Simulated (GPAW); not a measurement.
# Al2Pt (Fm-3m): the Al K absorption edge, part 2 of 2

What does one-electron theory with a core hole give for the Al K edge of Al2Pt (Fm-3m)?

GPAW 26.7.0; X-ray absorption from dipole matrix elements to empty bands, plane-wave PAW LDA.

So far. Step 2 (The field without a hole): The mesh shows no gap, so the system is treated as a metal and the core electron is put at the Fermi level (neutral cell). Step 3 (Spectrum without a core hole, Al atom 2): Main maxima below 24 eV (height): 0.6 eV (0.66), 3.8 eV (0.57), 6.4 eV (1.67), 9.7 eV (1.26) and 15.4 eV (1.30). A K edge sees empty p states on the absorber.

The database entry behind the starting cell differs from later determinations by our own check (0.1 to 0.3 % short, probably kX units), so it need not match the best structure at ambient conditions.

### Step 5. Spectrum with XCH, Al atom 2

The holes are 5.9 Å apart. In GPAW the data set carries the hole's charge, so charge=0 means a charged cell and charge=-1 a neutral one. The excited electron is kept in the cell, where it fills the lowest empty states and screens the hole. After the field has converged, empty bands are computed with the density fixed and the dipole matrix elements are summed.

Contents of xas.py:

```python
import numpy as np
from ase import Atoms
from ase.parallel import parprint, paropen
from gpaw import GPAW, PW, FermiDirac, Mixer, MixerDif, setup_paths
from gpaw.test import gen
setup_paths.insert(0, '.')
gen('Al', name='fch1s', xcname='LDA', corehole=(1, 0, 1), write_xml=True)
from gpaw.mpi import world
world.barrier()

atoms = Atoms('Pt4Al8',
    cell=[[0, 0, 5.91],
     [5.91, 0, 0],
     [0, 5.91, 0]],
    scaled_positions=[[0, 0, 0],
     [0, 0.5, 0.5],
     [0.5, 0.5, 0],
     [0.5, 0, 0.5],
     [0.75, 0.75, 0.75],
     [0.75, 0.25, 0.25],
     [0.25, 0.25, 0.75],
     [0.25, 0.75, 0.25],
     [0.25, 0.25, 0.25],
     [0.25, 0.75, 0.75],
     [0.75, 0.75, 0.25],
     [0.75, 0.25, 0.75]],
    pbc=True)
atoms.calc = calc = GPAW(legacy_gpaw=True, mode=PW(430, force_complex_dtype=True), xc='LDA', setups={4: 'fch1s'},
    kpts={'size': (4, 4, 4), 'gamma': True}, occupations=FermiDirac(0.1),
    charge=-1, mixer=Mixer(0.1, 5, 50), maxiter=150,
    convergence={'density': 0.0001, 'eigenstates': 1e-6}, txt='scf.txt')
energy = atoms.get_potential_energy() + calc.get_reference_energy()
ef = calc.get_fermi_level()
out = dict(energy=energy, fermi=ef, forces=atoms.get_forces().tolist())
parprint(f'all-electron energy {energy:.4f} eV, Fermi level {ef:.4f} eV')
ev = np.array([[calc.get_eigenvalues(k, s) for k in range(len(calc.get_ibz_k_points()))] for s in range(calc.get_number_of_spins())])
out['homo'], out['lumo'], out['counts'] = ev[ev < ef].max(), ev[ev > ef].min(), sorted(set((ev < ef).sum((0, 2)).tolist()))
out['filled'] = (ev[:, 0] < ef).sum(1).tolist()

from ase.units import Ha
from gpaw.xas import dipole_matrix_elements
nb = int(calc.get_number_of_electrons() / 2) + 146
top, nb = nb, nb + 8 + nb // 12
nscf = calc.fixed_density(kpts={'size': (5, 5, 5), 'gamma': True}, nbands=nb,
    convergence={'bands': top, 'eigenstates': 5e-3}, maxiter=60, txt='nscf.txt')
cell = atoms.cell.array
ops = [cell.T @ U.T @ np.linalg.inv(cell.T) for U in nscf.wfs.kd.symmetry.op_scc]
E = np.arange(-6, 34, 0.1)
fwhm = np.interp(E, [4, 25], [0.9, 3.5])
Y, X, zero, highest = 0, 0, 1e9, 1e9
for spin in range(nscf.get_number_of_spins()):
    wfs = nscf.wfs
    mine = wfs.bd.get_slice()  # this rank's bands
    A = dipole_matrix_elements(wfs.setups[4])
    eps = np.zeros((wfs.kd.nibzkpts, nb))
    d = np.zeros((3, A.shape[1], wfs.kd.nibzkpts, nb), complex)
    for kpt in wfs.kpt_u:
        if kpt.s == spin and 4 in kpt.P_ani:
            eps[kpt.k, mine] = kpt.eps_n * Ha
            d[:, :, kpt.k, mine] = (kpt.weight * wfs.nspins / 2) ** 0.5 * np.inner(A, kpt.P_ani[4])
    world.sum(eps)
    world.sum(d)
    T = np.einsum('amkn,bmkn->abkn', d, d.conj()).real
    T = sum(np.einsum('ai,ijkn,bj->abkn', R, T, R) for R in ops) / len(ops)
    empty = eps > ef
    zero, highest = min(zero, eps[empty].min()), min(highest, eps[:, top - 1].min())
    lines = [(eps, T, empty)] if spin == 0 else lines + [(eps, T, empty)]
for eps, T, empty in lines:
    f = np.einsum('aakn->akn', T).reshape(3, -1)
    x = eps.ravel() - zero
    w = np.interp(x, E, fwhm) / 2.35482
    g = np.exp(-0.5 * ((E[:, None] - x) / w) ** 2) / (w * (2 * np.pi) ** 0.5)
    Y = Y + (f * empty.ravel()) @ g.T
    X = X + (f * ~empty.ravel()) @ g.T
out.update(E=E.round(2).tolist(), xas=Y.tolist(), xes=X.tolist(), zero=zero, valid=highest - zero, nk=len(eps), nb=nb)
for i in range(0, len(E), 10):
    parprint(f'{E[i]:7.2f}', *(f'{v:10.3e}' for v in Y[:, i]))
import json
with paropen('out.json', 'w') as f:
    json.dump(out, f)
```

The run is started by

```
$ OMP_NUM_THREADS=1 mpirun -n 4 gpaw python xas.py
```

Numbers of over 12 decimals in the logs are rounded to 6 here.

What it wrote:

```text
Input parameters:
  charge: -1
  convergence: {density: 0.0001,
                eigenstates: 1e-06}
  kpts: {gamma: True,
         size: (4, 4, 4)}
  maxiter: 150
  mixer: {backend: pulay,
          beta: 0.1,
          method: separate,
          nmaxold: 5,
          weight: 50}
  mode: {ecut: 430.0,
         force_complex_dtype: True,
         name: pw}
  occupations: {fixmagmom: False,
                name: fermi-dirac,
                width: 0.1}
  setups: {4: fch1s}

Initialize ...

[... PAW data sets ...]

Reference energy: -2051441.327283  # eV

Spin-paired calculation

[... convergence settings ...]
Symmetries present (total): 6
  [... symmetry matrices ...]

64 k-points: 4 x 4 x 4 Monkhorst-Pack grid + [1/8,1/8,1/8]
13 k-points in the irreducible part of the Brillouin zone
       k-points in crystal coordinates                weights
   0:     0.00000000    0.00000000    0.00000000          1/64
   1:     0.25000000    0.00000000   -0.25000000          6/64
   2:     0.25000000    0.00000000    0.00000000          6/64
   3:     0.25000000    0.25000000   -0.25000000          6/64
   4:     0.25000000    0.25000000    0.00000000          6/64
   5:     0.25000000    0.25000000    0.25000000          2/64
   6:     0.50000000    0.00000000    0.00000000          3/64
   7:     0.50000000    0.25000000   -0.25000000          6/64
   8:     0.50000000    0.25000000    0.00000000         12/64
   9:     0.50000000    0.25000000    0.25000000          6/64
          ...
  12:     0.50000000    0.50000000    0.50000000          1/64

Wave functions: Plane wave expansion
  Cutoff energy: 430.000 eV
  Number of coefficients (min, max): 4139, 4224
  Pulay-stress correction: 0.000000 eV/Ang^3 (de/decut=0.000000)
  Using FFTW library
  Wavefunction extrapolation:
    Improved wavefunction reuse through dual PAW basis

Occupation numbers: Fermi-Dirac:
  width: 0.1000  # eV

Eigensolver
   Davidson(niter=2)

Densities:
  Coarse grid: 30*30*30 grid
  Fine grid: 60*60*60 grid
  Total Charge: 0.000000

Density mixing:
  Method: separate
  Backend: pulay
  Linear mixing parameter: 0.1
  old densities: 5
  Width of damping distribution: 1.1
  Damping of long wavelength oscillations: 50

[... Hamiltonian set-up ...]
Number of atoms: 12
Number of atomic orbitals: 80
Number of bands in calculation: 58
Number of valence electrons: 89
Bands to converge: occupied

... initialized

Initializing position-dependent things.

Density initialized from atomic densities
Creating initial wave functions:
  58 bands from LCAO basis set

             Al      Al
            Al     Al
         Pt
             Al      Al
               Pt
            Al     Al
                Pt
       Pt

Atomic positions and initial magnetic moments

Positions:
   0 Pt     0.000000    0.000000    0.000000    ( 0.0000,  0.0000,  0.0000)
   1 Pt     2.955000    2.955000    0.000000    ( 0.0000,  0.0000,  0.0000)
   2 Pt     2.955000    0.000000    2.955000    ( 0.0000,  0.0000,  0.0000)
   3 Pt     0.000000    2.955000    2.955000    ( 0.0000,  0.0000,  0.0000)
   4 Al     4.432500    4.432500    4.432500    ( 0.0000,  0.0000,  0.0000)
   5 Al     1.477500    1.477500    4.432500    ( 0.0000,  0.0000,  0.0000)
   6 Al     1.477500    4.432500    1.477500    ( 0.0000,  0.0000,  0.0000)
   7 Al     4.432500    1.477500    1.477500    ( 0.0000,  0.0000,  0.0000)
   8 Al     1.477500    1.477500    1.477500    ( 0.0000,  0.0000,  0.0000)
   9 Al     4.432500    4.432500    1.477500    ( 0.0000,  0.0000,  0.0000)
  10 Al     4.432500    1.477500    4.432500    ( 0.0000,  0.0000,  0.0000)
  11 Al     1.477500    4.432500    4.432500    ( 0.0000,  0.0000,  0.0000)

Unit cell:
           periodic     x           y           z      points  spacing
  1. axis:    yes    0.000000    0.000000    5.910000    30     0.1970
  2. axis:    yes    5.910000    0.000000    0.000000    30     0.1970
  3. axis:    yes    0.000000    5.910000    0.000000    30     0.1970

  Lengths:   5.910000   5.910000   5.910000
  Angles:   90.000000  90.000000  90.000000

Effective grid spacing dv^(1/3) = 0.1970

iter:   1   -92.125442
iter:   2   -88.506467   -1.18  -1.08
iter:   3   -85.777225   -0.76  -1.15
iter:   4   -85.752065   -1.60  -1.34
iter:   5   -85.171184   -2.18  -1.39
iter:   6   -85.163224   -2.72  -2.08
iter:   7   -85.140063c  -3.07  -2.28
iter:   8   -85.146641c  -3.80  -2.40
iter:   9   -85.140981c  -3.70  -2.59
iter:  10   -85.140909c  -4.94  -3.20
iter:  11   -85.140918c  -5.20  -3.27
iter:  12   -85.140844c  -5.60  -3.42
iter:  13   -85.140843c  -6.07c -3.54
iter:  14   -85.140849c  -6.65c -3.97
iter:  15   -85.140831c  -6.95c -4.01c

Converged after 15 iterations.

Dipole moment: (-0.039500, -0.039500, -0.039500) |e|*Ang

Energy contributions relative to reference atoms: (reference = -2051441.327283)

Kinetic:        +10.614192
Potential:      -13.393234
External:        +0.000000
XC:             -80.511389
Entropy (-ST):   -0.161148
Local:           -1.769827
SIC:             +0.000000
--------------------------
Free energy:    -85.221405
Extrapolated:   -85.140831

Showing only first 2 kpts
 Kpt  Band  Eigenvalues  Occupancy
  0    42      5.84954    2.00000
  0    43      5.84954    2.00000
  0    44      5.84954    2.00000
  0    45      9.07933    0.00000

  1    42      6.65982    1.99819
  1    43      6.66007    1.99818
  1    44      6.98364    1.95478
[...]
Fermi level: 7.36028

No gap
No difference between direct/indirect transitions

Forces in eV/Ang:
  0 Pt   -0.33258   -0.33258   -0.33258
  1 Pt    0.33252    0.33252   -0.33251
  2 Pt    0.33252   -0.33251    0.33252
  3 Pt   -0.33251    0.33252    0.33252
  4 Al    0.00002    0.00002    0.00002
  5 Al    0.00000    0.00000   -0.00001
  6 Al    0.00000   -0.00001    0.00000
  7 Al   -0.00001    0.00000    0.00000
  8 Al    0.00001    0.00001    0.00001
  9 Al   -0.00000   -0.00000   -0.00001
 10 Al   -0.00000   -0.00001   -0.00000
 11 Al   -0.00001   -0.00000   -0.00000
Scalar-relativistic atomic LDA calculation for Al (Aluminium, Z=13)
Core hole in 1s state (1s occupation: 1.0)
450 radial gridpoints.
|------------------------------------------------|
|------------------------------------------------|
[... the atom generator's iteration count ...]

Energy contributions:
-------------------------
Kinetic:     +183.893595
XC:           -14.209497
Potential:   -353.628519
-------------------------
Total:       -183.944421

state      eigenvalue         ekin         rmax
-----------------------------------------------
1s^1.0 :   -60.362648    82.057235        0.077
2s^2.0 :    -5.188665    12.296859        0.473
2p^6.0 :    -3.893101    12.072890        0.390
3s^2.0 :    -0.683483     1.740987        1.779
3p^1.0 :    -0.437761     1.323330        2.009
-----------------------------------------------
(units: Bohr and Hartree)

Generating PAW setup
Kinetic energy of the core from tauc = 179.402319
Cutoffs:
rc(s)=2.050
rc(p)=2.050
rc(d)=2.050
rc(vbar)=1.845
rc(comp)=2.050
rc(nct)=2.050

Kinetic energy of the core states: 179.088292
Charge: 1.0
Core electrons: 9.0
Valence electrons: 3.0
Pseudo-core charge: 0.169630
Shape function alpha=2.380
Pseudo-electron charge 3.431685
state    eigenvalue         norm
--------------------------------
3s(2) :    -0.683483     1.126964
*s    :     0.316517
3p(1) :    -0.437761     1.008127
*p    :     0.562239
*d    :     0.000000
--------------------------------

Diagonalizing with gridspacing h=0.050

state   all-electron     PAW
-------------------------------
3s:      -0.683483    -0.683641
3p:      -0.437761    -0.437937
*d:                   -0.137096
*f:                   -0.021062
-------------------------------
all-electron energy -2051526.4681 eV, Fermi level 7.3603 eV
[...]
31.00  6.904e-06  6.904e-06  6.904e-06
  32.00  7.205e-06  7.205e-06  7.205e-06
  33.00  7.633e-06  7.633e-06  7.633e-06
```

The job ended after 53 s (4 MPI ranks of AMD EPYC 9R14 (Zen 4), shared host; peak memory 0.41 GiB).

The Al K spectrum, Al atom 2, excited-electron core hole (neutral cell) (energy from the lowest empty level; intensity scaled to a mean of 1 over the first 20 eV):

```csv
E (eV),intensity
-2.0,0.00
-1.5,0.00
-1.0,0.00
-0.5,0.13
0.0,0.70
0.5,0.83
1.0,0.37
1.5,0.35
2.0,0.39
2.5,0.42
3.0,0.60
3.5,1.06
4.0,1.10
4.5,1.64
5.0,2.55
5.5,2.67
6.0,2.07
6.5,1.56
7.0,1.22
7.5,0.98
8.0,0.98
8.5,1.05
9.0,1.01
9.5,0.92
10.0,0.86
10.5,0.83
11.0,0.83
11.5,0.86
12.0,0.93
12.5,1.00
13.0,1.06
13.5,1.09
14.0,1.09
14.5,1.07
15.0,1.04
15.5,0.99
16.0,0.92
16.5,0.85
17.0,0.80
17.5,0.76
18.0,0.71
18.5,0.65
19.0,0.59
19.5,0.54
20.0,0.50
20.5,0.47
21.0,0.46
21.5,0.45
22.0,0.44
22.5,0.42
23.0,0.42
23.5,0.42
24.0,0.44
24.5,0.49
25.0,0.54
25.5,0.62
26.0,0.70
26.5,0.78
27.0,0.86
27.5,0.92
28.0,0.97
28.5,1.00
29.0,1.00
29.5,0.98
30.0,0.95
30.5,0.93
31.0,0.92
31.5,0.94
32.0,0.96
```

Main maxima below 24 eV (height): 0.3 eV (0.92), 5.3 eV (2.74), 8.6 eV (1.05) and 13.7 eV (1.09). 

The total-energy difference is 1563.36 eV. One term is added: -13.88 eV, since the hole is spin-paired here and a spin-polarised one costs that much less in the free atom (computed apart). The photon energy is then 1549.48 eV. The tabulated edge of the element is 1559 eV. The functional leaves an error in such absolute values: in the free atom LDA prices this hole 7.2 eV below PBE (computed apart), and PBE is itself good to a few eV.

### Step 6. Spectrum with FCH, Al atom 2

The holes are 5.9 Å apart. In GPAW the data set carries the hole's charge, so charge=0 means a charged cell and charge=-1 a neutral one. The excited electron is left out and a uniform background balances the charge. After the field has converged, empty bands are computed with the density fixed and the dipole matrix elements are summed.

Changed against the first core-hole run: core hole to FCH.

Changes to xas.py since step 5:

```diff
@@ -29,3 +29,3 @@
     kpts={'size': (4, 4, 4), 'gamma': True}, occupations=FermiDirac(0.1),
-    charge=-1, mixer=Mixer(0.1, 5, 50), maxiter=150,
+    charge=0, mixer=Mixer(0.1, 5, 50), maxiter=150,
     convergence={'density': 0.0001, 'eigenstates': 1e-6}, txt='scf.txt')
```

What it wrote:

```text
Input parameters:
  convergence: {density: 0.0001,
                eigenstates: 1e-06}
  kpts: {gamma: True,
         size: (4, 4, 4)}
  maxiter: 150
  mixer: {backend: pulay,
          beta: 0.1,
          method: separate,
          nmaxold: 5,
          weight: 50}
  mode: {ecut: 430.0,
         force_complex_dtype: True,
         name: pw}
  occupations: {fixmagmom: False,
                name: fermi-dirac,
[...]
*p    :     0.562239
*d    :     0.000000
--------------------------------

Diagonalizing with gridspacing h=0.050

state   all-electron     PAW
-------------------------------
3s:      -0.683483    -0.683641
3p:      -0.437761    -0.437937
*d:                   -0.137096
*f:                   -0.021062
-------------------------------
all-electron energy -2051533.7363 eV, Fermi level 7.2288 eV
[...]
32.00  7.164e-06  7.164e-06  7.164e-06
  33.00  7.610e-06  7.610e-06  7.610e-06
[key lines of the parts left out:]
Converged after 16 iterations.
Dipole moment: (-0.042072, -0.042072, -0.042072) |e|*Ang
Free energy:    -92.512166
Fermi level: 7.22881
```

It took 53 s on 4 MPI ranks; peak memory 0.41 GiB; 3.5 min of CPU time.

```
E (eV)  first run  this run
  -2.0       0.00      0.00
  -1.0       0.00      0.01
   0.0       0.70      0.73
   1.0       0.37      0.40
   2.0       0.39      0.40
   3.0       0.60      0.56
   4.0       1.10      1.14
   5.0       2.55      2.47
   6.0       2.07      2.15
   7.0       1.22      1.26
   8.0       0.98      0.97
   9.0       1.01      1.02
  10.0       0.86      0.85
  11.0       0.83      0.82
  12.0       0.93      0.91
  13.0       1.06      1.05
  14.0       1.09      1.09
  15.0       1.04      1.04
  16.0       0.92      0.92
  17.0       0.80      0.80
  18.0       0.71      0.71
  19.0       0.59      0.60
  20.0       0.50      0.50
  21.0       0.46      0.46
  22.0       0.44      0.43
  23.0       0.42      0.42
  24.0       0.44      0.44
  25.0       0.54      0.54
  26.0       0.70      0.69
  27.0       0.86      0.85
  28.0       0.97      0.97
  29.0       1.00      1.00
  30.0       0.95      0.95
  31.0       0.92      0.92
  32.0       0.96      0.95
```

The scaled spectrum changes by 3 % r.m.s. The highest intensity below 16 eV goes from 5.3 eV (2.74) to 5.4 eV (2.72).

The photon energy of the zero moves by +0.11 eV.

### Step 7. What the core hole does

Both curves are counted from their own zero, so only the shift of weight within the empty states shows.

```csv
E (eV),no hole,XCH
-2.0,0.00,0.00
-1.0,0.00,0.00
0.0,0.40,0.70
1.0,0.56,0.37
2.0,0.24,0.39
3.0,0.21,0.60
4.0,0.53,1.10
5.0,0.96,2.55
6.0,1.62,2.07
7.0,1.52,1.22
8.0,1.27,0.98
9.0,1.20,1.01
10.0,1.24,0.86
11.0,1.01,0.83
12.0,0.97,0.93
13.0,1.09,1.06
14.0,1.20,1.09
15.0,1.29,1.04
16.0,1.26,0.92
17.0,1.16,0.80
18.0,1.07,0.71
19.0,0.91,0.59
20.0,0.75,0.50
21.0,0.65,0.46
22.0,0.59,0.44
23.0,0.53,0.42
24.0,0.48,0.44
25.0,0.48,0.54
26.0,0.54,0.70
27.0,0.65,0.86
28.0,0.76,0.97
29.0,0.86,1.00
30.0,0.91,0.95
31.0,0.94,0.92
32.0,0.97,0.96
```

With each curve scaled to its own mean, the area from −2 to 6 eV with the hole is 6.9 against 3.7, and the centre of weight from −1 to 20 eV moves by -1.5 eV: the hole pulls the absorber's empty states down.

### Step 8. Results

- absorber and edge: Al K, atom 2 of the ground-state input (counted from 1)
- surroundings: 4 Pt at 2.56 Å and 6 Al at 2.96 Å (10-fold, site symmetry -43m)
- highest intensity below 16 eV: 5.3 eV above the zero, height 2.74
- photon energy of the zero, with the added terms: 1549.5 eV (raw 1563.4 eV; LDA puts this hole about 7 eV below PBE, itself good to a few eV)

In words: The Al K edge of atom 2, with 4 Pt at 2.56 Å and 6 Al at 2.96 Å (10-fold, site symmetry -43m), has its highest intensity of the first 16 eV at 5.3 eV above the zero, near 1555 eV in photon energy (LDA puts this hole about 7 eV below PBE, itself good to a few eV), 2.7 times the mean level of the first 20 eV (Gaussian full width 0.9 eV up to 4 eV, rising linearly to 3.5 eV at 25 eV). With each curve scaled to its own mean, the area from −2 to 6 eV with the hole is 6.9 against 3.7, and the centre of weight from −1 to 20 eV moves by -1.5 eV: the hole pulls the absorber's empty states down. Changing the core hole to FCH alters the shape by 3 % r.m.s., so the result is insensitive to this choice. The holes are only 5.9 Å apart, so the shape is probably not converged with cell size; no larger cell was run here. The structure is a published determination, not relaxed.

[Banner, clock and machine lines of the logs are left out without a mark of their own.]

[Logs are printed without paths, hosts, clocks, repeated set-up lines and the standing remarks that a program may print on its own settings, such as how far it seeks lower states.]

[Hosts, paths, dates, database ids (printed as entryN), source tags and the programs' standing remarks are cut or masked in the printed files.]

[Lists of maxima count a maximum above −3 eV only where it reaches 4 % of the highest in the window and stands out from its surroundings by 2 % of it (1.5 % where it reaches 55 %); shoulders and weaker maxima are passed over, and of the rest the first, up to two pre-edge ones and the few strongest are named.]
